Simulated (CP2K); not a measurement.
Two runs for the B K edge of methylboronic acid. Run A: CP2K XAS_TDP, all-electron GAPW, PBEh(45%), aug-cc-pVDZ, TDA, no relativity. Run B differs in one setting.

First lines with a strength over 0.0015. A:

| atom | energy (eV) | states | strength, one atom |
| --- | --- | --- | --- |
| B2 (bonded to C and 2 O) | 187.60 | 1 | 0.0810 |
|  | 191.01 | 1 | 0.0027 |
|  | 191.62 | 1 | 0.0040 |
|  | 191.88 | 1 | 0.0016 |
|  | 193.28 | 1 | 0.0033 |

B:

| atom | energy (eV) | states | strength, one atom |
| --- | --- | --- | --- |
| B2 (bonded to C and 2 O) | 195.16 | 1 | 0.0779 |
|  | 198.57 | 1 | 0.0026 |
|  | 199.18 | 1 | 0.0039 |
|  | 200.84 | 1 | 0.0032 |
|  | 201.14 | 1 | 0.0125 |

Question: Which was it: the basis, GW2X switched on, the functional, scalar relativity switched on?

GW2X switched on. GW2X shifts an atom's lines together and keeps their spacings. Against PBEh(45%) in aug-cc-pVDZ, the leading line moves by +7.56 eV, to 195.16 eV.

[Hosts, paths, dates, database ids (printed as entryN), source tags and the programs' standing remarks are cut or masked in the printed files.]
